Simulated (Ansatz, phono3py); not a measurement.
# Heat carried by phonons in SrCl2 (Fm-3m), part 2 of 6

Wanted: κ(T), lifetimes and mean free paths for SrCl2.

Measurements to reproduce:
- thermal conductivity 2.3 W/m/K near room temperature (given in “Predicting the lattice thermal conductivity of solids by solving the Boltzmann transport equation: AFLOW - AAPL an automated, accurate and efficient framework”, 2017, arXiv:1611.05481)

Ansatz 0.2.0; DFT RPBE, scalar-relativistic, plane waves, PAW.

So far. Step 2 (A first coarse run): The start is under 3.0 GPa at this level and looks like an insulator or semiconductor on this mesh. The relaxed cell has a = 7.179 Å (conventional setting).

## Step 4: A second relaxation

The relaxation is run once more from where the first one ended, as the script does after a large change of volume or of the gap, with mesh and occupations reviewed.

input.yaml reads:

```yaml
crystal:
  lattice:
    - [0.0, 3.5896033261, 3.5896033261]
    - [3.5896033261, 0.0, 3.5896033261]
    - [3.5896033261, 3.5896033261, 0.0]
  atoms:
    - { symbol: Sr, position: [0.0, 0.0, 0.0] }
    - { symbol: Cl, position: [0.25, 0.25, 0.25] }
    - { symbol: Cl, position: [0.75, 0.75, 0.75] }
kpoints:
  mp_grid: { grid: [6, 6, 6] }
hamiltonian:
  xc: rpbe
scf:
  occupations: { method: gaussian, width: 0.02 }
output:
  forces: true
  stress: true
  eigenvalues: true
  write_density: true
  write_potential: true
  elf: true
  volumetric_format: npy
relax:
  adjacent_minimum: "off"
  f_tol: 0.005
  max_steps: 80
  cell: { stress_tol: 0.05 }
```

Command:

```bash
$ ansatz run input.yaml --threads 4 --pin off --max-ram 16384MiB --backend cpu --events-out ev --progress --plain --runs-dir out
```

Numbers of over 12 decimals in the logs are rounded to 6 here.

Log:

```text
[...]
Crystal: 3 atoms, lattice volume = 92.506 Å³
Basis set: ecut = 420 eV, 1807 PW (Γ), exchange–correlation on 72×72×72 points (8 copies of the dense FFT grid, shifted against one another)
Bands: 16, of which v1, the nominal top of the filled ones, is band 12 counted from 1 (11 counted from 0)
Symmetry: 48 space group operations
[...]
k-points: 16 of 216
[...]
SCF iter   1: F=—  HF=-5724.988989 eV  |F-HF|=—  |Δ(HF+E_count)|=         —  Δρ=2.52e-3  dr2=6.49e-3  ethr=1.77e-3  ⟨swp⟩=9.6  Hψ=1862  notcnv=0
[...]
SCF iter   6: F=-5724.989679 eV  HF=-5724.989679 eV  |F-HF|=4.83e-10  |Δ(HF+E_count)|=   5.26e-8  Δρ=1.71e-6  dr2=2.25e-9  ethr=8.20e-11  ⟨swp⟩=8.2  Hψ=2030  notcnv=0
SCF 1 converged in 6 iterations: F = -5724.989679 eV  dr2 = 2.25e-9
[...]
relax step   1: F+E_penalty+E_count = -5724.98967928 eV  Δ(F+E_penalty+E_count) = +0.000e0 eV  max|allowed force component| = 5.782e-19 eV/Å  Δτ_max = 0.0000 Å  P = +0.034 GPa  Ω = 92.506 Å³  (6 SCF iters, dr2 threshold 1.00e-7 eV, accepted)
[...]
SCF iter   1: F=—  HF=-5724.989639 eV  |F-HF|=—  |Δ(HF+E_count)|=         —  Δρ=2.12e-6  dr2=2.72e-9  ethr=1.20e-7  ⟨swp⟩=4.2  Hψ=2768  notcnv=0
eigensolver tolerance schedule: the retry pair's looser diagonalisation over-reported the residual by 10565.42 of it (diagonalisation noise at 0.69 of the residual, at the tolerance the schedule requests for it); recorded, not acted on — ethr = c·dr2/N_el stays at c = 1.0e-1
[...]
SCF iter   2: F=—  HF=-5724.989679 eV  |F-HF|=—  |Δ(HF+E_count)|=   4.06e-5  Δρ=1.18e-6  dr2=1.80e-9  ethr=1.13e-11  ⟨swp⟩=4.3  Hψ=791  notcnv=0
[...]
SCF iter   4: F=-5724.989679 eV  HF=-5724.989679 eV  |F-HF|=6.64e-11  |Δ(HF+E_count)|=  8.72e-10  Δρ=1.83e-7  dr2=2.15e-11  ethr=1.00e-12  ⟨swp⟩=5.1  Hψ=1509  notcnv=0
SCF 2 converged in 4 iterations: F = -5724.989679 eV  dr2 = 2.15e-11
relax step   2: F+E_penalty+E_count = -5724.98967928 eV  Δ(F+E_penalty+E_count) = -7.904e-10 eV  max|allowed force component| = 4.819e-19 eV/Å  Δτ_max = 0.0000 Å  P = +0.034 GPa  Ω = 92.506 Å³  stress off target by 3.44e-2 GPa  SCF on the basis re-selected at this cell (its energy is not comparable with the rows above)  (4 SCF iters)
[...]
SCF converged after 4 iterations
Free energy (F): -5724.989679 eV
[...]
Internal energy: -5724.989679 eV  (E = F + TS)
E sigma→0 (E₀):  -5724.989679 eV
Fermi energy:    5.112305 eV
[...]
--- Stress (GPa, compression-positive) ---
        0.034359      -0.000000       0.000000
        0.000000       0.034359       0.000000
        0.000000       0.000000       0.034359
  P = ⅓ Tr σ = 0.0344 GPa (0.344 kbar)
--- Band table (eV; the first three rows and the last of 16) ---
  k-point 0: bands = [... 8 lower, 0.6397, 2.1484, 2.1484, 2.1484, 7.7806, 8.7119, 8.7119, 11.3164]
  k-point 1: bands = [... 8 lower, 0.7870, 1.8876, 2.0255, 2.0255, 8.3228, 8.8772, 8.8772, 10.4057]
  k-point 2: bands = [... 8 lower, 1.0682, 1.4481, 1.7423, 1.7423, 9.1439, 9.1439, 9.2701, 10.2420]
  k-point 15: bands = [... 8 lower, 1.0874, 1.7381, 2.1656, 2.3857, 8.5988, 9.4493, 9.6860, 9.7535]
--- Relaxed structure (1 steps of the walk, 1 accepted, 1 SCFs on fresh bases) ---
[...]
cell:  # Å, volume = 92.5059 Å³
    - [0.0, 3.5896033261, 3.5896033261]
    - [3.5896033261, 0.0, 3.5896033261]
    - [3.5896033261, 3.5896033261, 0.0]
  atoms:
    - { symbol: Sr, position: [0.0, 0.0, 0.0] }
    - { symbol: Cl, position: [0.250000, 0.250000, 0.250000] }
    - { symbol: Cl, position: [0.750000, 0.750000, 0.750000] }
```

Elapsed: 1.3 s, on 4 threads of Arm Neoverse V1, shared host; peak memory 0.35 GiB.

Little changed from the start: no atom moved by 0.005 Å and no cell edge by 0.1 %.

ELF in the ac plane of a cell with a along [110], b along [-110] and c along [001] of the cube at fractional y = 0.000, with atoms of Sr and Cl within 0.2 Å of it. It is the smooth field of the valence electrons, not physical close to the nuclei.

Ten even steps from '_' (0.00) to '@' (0.87), each cell a mean:
```
==%%@@==__..::::::..__==@@%%==**@@##..__..::::..__..##@@++
@@@@##..::++##%%##++::::##@@@@@@@@==..--########==..==%%@@
%%**::..++@@@@@@@@@@++..::**%%##==..--%%@@@@@@@@##--..==##
::..__--%%@@@@%%@@@@%%--__..::..__..**@@@@%%%%@@@@**..__::
____..**@@@@##==##@@@@++..________--%%@@@@++++@@@@%%--____
____..**@@@@##**%%@@@@**..________==%%@@@@****@@@@%%--____
____..++%%@@@@@@@@@@%%++..________--**@@@@@@@@@@@@**--____
______--**%%@@@@@@%%**--__________..==##%%@@@@%%##==..____
______..::==++++++==::______________..--==++++==--..______
______________..__________________________..______________
__________..::::::....________________..::::::::..________
______..==**##%%##**==::__________..--++########++--..____
____..==##@@@@@@@@@@##==..________::++%%@@@@@@@@%%++::____
____..++%%@@@@%%@@@@%%++..________--##@@@@%%%%@@@@##--____
____..**@@@@##==##@@@@**..________==%%@@%%++++%%@@%%--____
____..++@@@@%%**%%@@@@++__________::##@@@@****@@@@##::____
++--..::##@@@@@@@@@@##::..--++==::..++@@@@@@@@@@@@++....==
@@%%==..==%%@@@@@@%%--..==%%@@@@##::::**%%@@@@%%**..::##@@
##@@%%--..--++++++--..--%%@@##%%@@**..::==++++==....**@@%%
..##@@++______..______++@@##..==@@##::____..______::%%@@==
```
Columns run along a (10.2 Å), rows up along c (7.2 Å), edges of the conventional cell, whose origin can differ from the input's. Atoms in or near the plane, at fractional coordinates: Sr at (0.00, 0.00), Sr at (0.50, 0.00), Cl at (0.25, 0.25), Cl at (0.75, 0.25), Cl at (0.25, 0.75), Cl at (0.75, 0.75).

Electrostatic potential energy in the ac plane of a cell with a along [110], b along [-110] and c along [001] of the cube at fractional y = 0.000, with atoms of Sr and Cl within 0.2 Å of it. With pseudopotentials it is smooth inside the atoms' cores, unlike the true potential.

Ten even steps from '_' (-71 eV) to '@' (9 eV), each cell a mean:
```
____++%%@@@@@@@@@@@@@@%%++______::##@@@@@@@@@@@@@@@@##::__
::==##%%@@@@@@@@@@@@@@%%##==::::**%%@@@@@@@@@@@@@@@@%%**::
##%%%%@@@@@@%%##%%@@@@@@%%%%####%%@@@@@@%%####%%@@@@@@%%##
%%@@@@@@@@##==--==##@@@@@@@@%%@@@@@@@@%%**====**%%@@@@@@@@
@@@@@@@@@@**--::--**@@@@@@@@@@@@@@@@@@%%==::::==%%@@@@@@@@
@@@@@@@@@@**--::--**@@@@@@@@@@@@@@@@@@%%==----++%%@@@@@@@@
@@@@@@@@@@%%**++**%%@@@@@@@@@@@@@@@@@@@@##++++##@@@@@@@@@@
@@@@@@@@@@@@@@%%@@@@@@@@@@@@@@@@@@@@@@@@@@%%%%@@@@@@@@@@@@
@@@@@@@@@@@@@@@@@@@@@@@@@@@@@@@@@@@@@@@@@@@@@@@@@@@@@@@@@@
@@@@@@@@@@@@@@@@@@@@@@@@@@@@@@@@@@@@@@@@@@@@@@@@@@@@@@@@@@
@@@@@@@@@@@@@@@@@@@@@@@@@@@@@@@@@@@@@@@@@@@@@@@@@@@@@@@@@@
@@@@@@@@@@@@@@@@@@@@@@@@@@@@@@@@@@@@@@@@@@@@@@@@@@@@@@@@@@
@@@@@@@@@@@@%%##%%@@@@@@@@@@@@@@@@@@@@@@%%####%%@@@@@@@@@@
@@@@@@@@@@##==--==##@@@@@@@@@@@@@@@@@@%%**====**%%@@@@@@@@
@@@@@@@@@@**--::--**@@@@@@@@@@@@@@@@@@%%==::::==%%@@@@@@@@
@@@@@@@@@@**--::--**@@@@@@@@@@@@@@@@@@%%==----++%%@@@@@@@@
%%%%@@@@@@%%**++**%%@@@@@@%%%%%%%%@@@@@@##++++##@@@@@@%%%%
++**%%@@@@@@@@%%@@@@@@@@%%**++**##%%@@@@@@%%%%@@@@@@%%##++
__::**%%@@@@@@@@@@@@@@%%**..____==%%@@@@@@@@@@@@@@@@%%==__
____++%%@@@@@@@@@@@@@@%%++______..##@@@@@@@@@@@@@@%%##..__
```
Columns run along a (10.2 Å; values clipped at the 3rd and 97th percentile), rows up along c (7.2 Å), edges of the conventional cell, whose origin can differ from the input's. Atoms in or near the plane, at fractional coordinates: Sr at (0.00, 0.00), Sr at (0.50, 0.00), Cl at (0.25, 0.25), Cl at (0.75, 0.25), Cl at (0.25, 0.75), Cl at (0.75, 0.75).

Valence density in the ac plane of a cell with a along [110], b along [-110] and c along [001] of the cube at fractional y = 0.000, with atoms of Sr and Cl within 0.2 Å of it. It is the smooth field of the valence electrons, not physical close to the nuclei.

Values in e/Å³, 11 rows by 16 columns, each cell a mean:
```
2.2 0.8 0.1 0.1 0.2 0.1 0.4 2.1 2.2 0.8 0.1 0.1 0.2 0.1 0.4 2.1
0.5 0.2 0.3 1.0 1.1 0.4 0.1 0.4 0.5 0.2 0.3 1.0 1.1 0.4 0.1 0.4
0.0 0.1 0.6 1.4 1.0 0.9 0.1 0.0 0.0 0.1 0.6 1.4 1.0 0.9 0.1 0.0
0.0 0.0 0.3 1.2 1.4 0.5 0.1 0.0 0.0 0.0 0.3 1.2 1.4 0.5 0.1 0.0
0.0 0.0 0.1 0.2 0.3 0.1 0.0 0.0 0.0 0.0 0.1 0.2 0.3 0.1 0.0 0.0
0.0 0.0 0.0 0.1 0.1 0.0 0.0 0.0 0.0 0.0 0.0 0.1 0.1 0.0 0.0 0.0
0.0 0.0 0.1 0.4 0.5 0.2 0.0 0.0 0.0 0.0 0.1 0.4 0.5 0.2 0.0 0.0
0.0 0.0 0.4 1.4 1.4 0.7 0.1 0.0 0.0 0.0 0.4 1.4 1.4 0.7 0.1 0.0
0.0 0.1 0.5 1.4 1.2 0.8 0.1 0.0 0.0 0.1 0.5 1.4 1.2 0.8 0.1 0.0
0.9 0.3 0.2 0.7 0.8 0.3 0.2 0.7 0.9 0.3 0.2 0.7 0.8 0.3 0.2 0.7
2.3 1.0 0.1 0.1 0.1 0.1 0.5 2.2 2.3 1.0 0.1 0.1 0.1 0.1 0.5 2.2
```
Columns run along a (10.2 Å), rows up along c (7.2 Å), edges of the conventional cell, whose origin can differ from the input's. Atoms in or near the plane, at fractional coordinates: Sr at (0.00, 0.00), Sr at (0.50, 0.00), Cl at (0.25, 0.25), Cl at (0.75, 0.25), Cl at (0.25, 0.75), Cl at (0.75, 0.75).

## Step 5: Relaxing to small residual forces and stress

The thresholds are tightened for a last relaxation ahead of the phonons, and where mesh or smearing change with them the cell follows.

input.yaml, the sections that differ from step 4:

```yaml
scf:
  occupations: { method: fixed }
output:
  forces: true
  stress: true
  eigenvalues: true
relax:
  adjacent_minimum: "off"
  f_tol: 0.001
  max_steps: 60
  cell: { stress_tol: 0.01 }
# crystal, kpoints, hamiltonian: as in step 4
```

Log:

```text
[...]
Crystal: 3 atoms, lattice volume = 92.506 Å³
Basis set: ecut = 420 eV, 1807 PW (Γ), exchange–correlation on 72×72×72 points (8 copies of the dense FFT grid, shifted against one another)
Bands: 16, of which v1, the nominal top of the filled ones, is band 12 counted from 1 (11 counted from 0)
Symmetry: 48 space group operations
[...]
k-points: 16 of 216
[...]
k-point 15: bands = [... 8 lower, 1.0811, 1.7310, 2.1580, 2.3777, 8.5900, 9.4385, 9.6755, 9.7425]
--- Relaxed structure (2 steps of the walk, 2 accepted, 1 SCFs on fresh bases) ---
[...]
cell:  # Å, volume = 92.5945 Å³
    - [0, 3.590749, 3.590749]
    - [3.590749, 0, 3.590749]
    - [3.590749, 3.590749, 0]
  atoms:
    - { symbol: Sr, position: [0, 0, 0] }
    - { symbol: Cl, position: [0.250000, 0.250000, 0.250000] }
    - { symbol: Cl, position: [0.750000, 0.750000, 0.750000] }
[key lines of the parts left out:]
SCF converged after 6 iterations
Free energy (F): -5724.989690 eV
Fermi energy:    2.435767 eV
P = ⅓ Tr σ = 0.0072 GPa (0.072 kbar)
```

The job ended after 1.8 s (4 threads; peak memory 0.35 GiB; 5.9 s of CPU time).

Little changed from the start: no atom moved by 0.005 Å and no cell edge by 0.1 %.

This step gave:

- pressure: 0.007216 GPa
- gap on the k-mesh: 5.333 eV
- volume per atom: 30.86 Å³

The residual pressure is 0.0072 GPa, small enough for phonons.

## Step 6: A faulty attempt

This input was changed on purpose, to see how the program answers.

input.yaml reads:

```yaml
crystal:
  lattice:
    - [0.0, 3.5907492451, 3.5907492451]
    - [3.5907492451, 0.0, 3.5907492451]
    - [3.5907492451, 3.5907492451, 0.0]
  atoms:
    - { symbol: Sr, position: [0.0, 0.0, 0.0] }
    - { symbol: Cl, position: [0.25, 0.25, 0.25] }
    - { symbol: Cl, position: [0.75, 0.75, 0.75] }
kpoints:
  mp_grid: { grid: [4, 4, 4] }
hamiltonian:
  xc: rpbe
scf:
  occupations: { method: fixed }
  max_iter: 50
output:
  eigenvalues: true
phonons:
  supercell: [2, 2, 2]
  dielectric: false
  lattice_thermal_conductivity:
    qmesh: [7, 7, 7]
    temperatures: [300]
    isotope_mass_variance:
      - { species: Cl, variance: 0.0005827 }
      - { species: Sr, variance: 6.1e-05 }
```

Log:

```text
Error: invalid value for `phonons.lattice_thermal_conductivity`: set without third_order — the Boltzmann solve scatters phonons through the third-order force constants, which that block's batch computes; add phonons.third_order (supercell and pair_cutoff), or remove lattice_thermal_conductivity
```

It took 0.02 s on 4 threads; peak memory 0.031 GiB.

The program refused the input before any cycle.

The program's message: “Error: invalid value for `phonons.lattice_thermal_conductivity`: set without third_order — the Boltzmann solve scatters phonons through the third-order force constants, which that block's batch comput …”

The fault put into the input: a conductivity without third-order constants.

(Part 2 of 6 ends here.)

[Logs are printed without paths, hosts, clocks, repeated set-up lines and the standing remarks that a program may print on its own settings, such as how far it seeks lower states.]

[Hosts, paths, dates, database ids (printed as entryN), source tags and the programs' standing remarks are cut or masked in the printed files.]

[A step with changed settings may run another functional than the one named; its input shows which.]

[Pressures of single members of a volume series are the stress at the run's cutoff; with an incomplete basis they can lie off −dE/dV of the same runs, and they are not shown converged.]
